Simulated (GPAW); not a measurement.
# Calculated records

```json
{"subject": "A GW chain in GPAW: BaHCl (P4/nmm)", "lattice_ang": [[4.408, 0.0, 0.0], [0.0, 4.408, 0.0], [0.0, 0.0, 7.202]], "atoms": [["Ba", 0.0, 0.5, 0.215], ["Ba", 0.5, 0.0, 0.785], ["H", 0.0, 0.0, 0.0], ["H", 0.5, 0.5, 0.0], ["Cl", 0.0, 0.5, 0.65], ["Cl", 0.5, 0.0, 0.35]], "method": "DFT, LDA, plane waves, PAW (and 1 further level or step)", "program": "GPAW 26.7.0", "settings_of_one_run": "cutoff 600 eV, GPAW PAW setups 1.2.1 data release, 2×2×2 k-mesh, nbands 480", "cost": "3 runs, 4.4 min in all on 4 MPI ranks of Arm Neoverse V1, shared host (the runs of this entry)", "notes": "The cell and positions come from the Crystallography Open Database and are kept as given unless a step says otherwise. Limits: no spin-orbit coupling. Bands and cutoff are finite, so the gap is not at the basis limit. The miss can reach some tenths of an eV and take either sign; the mesh is an error of its own. The 2×2×2 mesh is coarse for this cell, which bears on the long-range parts of exchange and screening. Mesh or cutoff lie under what a gap needs, so these runs test behaviour and cost; their gaps are not to be quoted.", "results": {"lda_gap": "3.00 eV, direct", "g0w0_gap_on_the_mesh": "4.98 eV", "gw_settings": "2×2×2 mesh, 218 bands, screening to 78 eV, Godby-Needs plasmon pole", "known_limits": "not at the basis limit; no spin-orbit coupling; coarse k mesh"}}
```

[Paths, hosts, dates, memory and timing lines, banners, echoed tables and standing remarks are left out of the program output.]

[Logs are printed without paths, hosts, clocks, repeated set-up lines and the standing remarks that a program may print on its own settings, such as how far it seeks lower states.]

[Runs of the session that timed out or met a known fault of the program may be left out.]

[Hosts, paths, dates, database ids (printed as entryN), source tags and the programs' standing remarks are cut or masked in the printed files.]
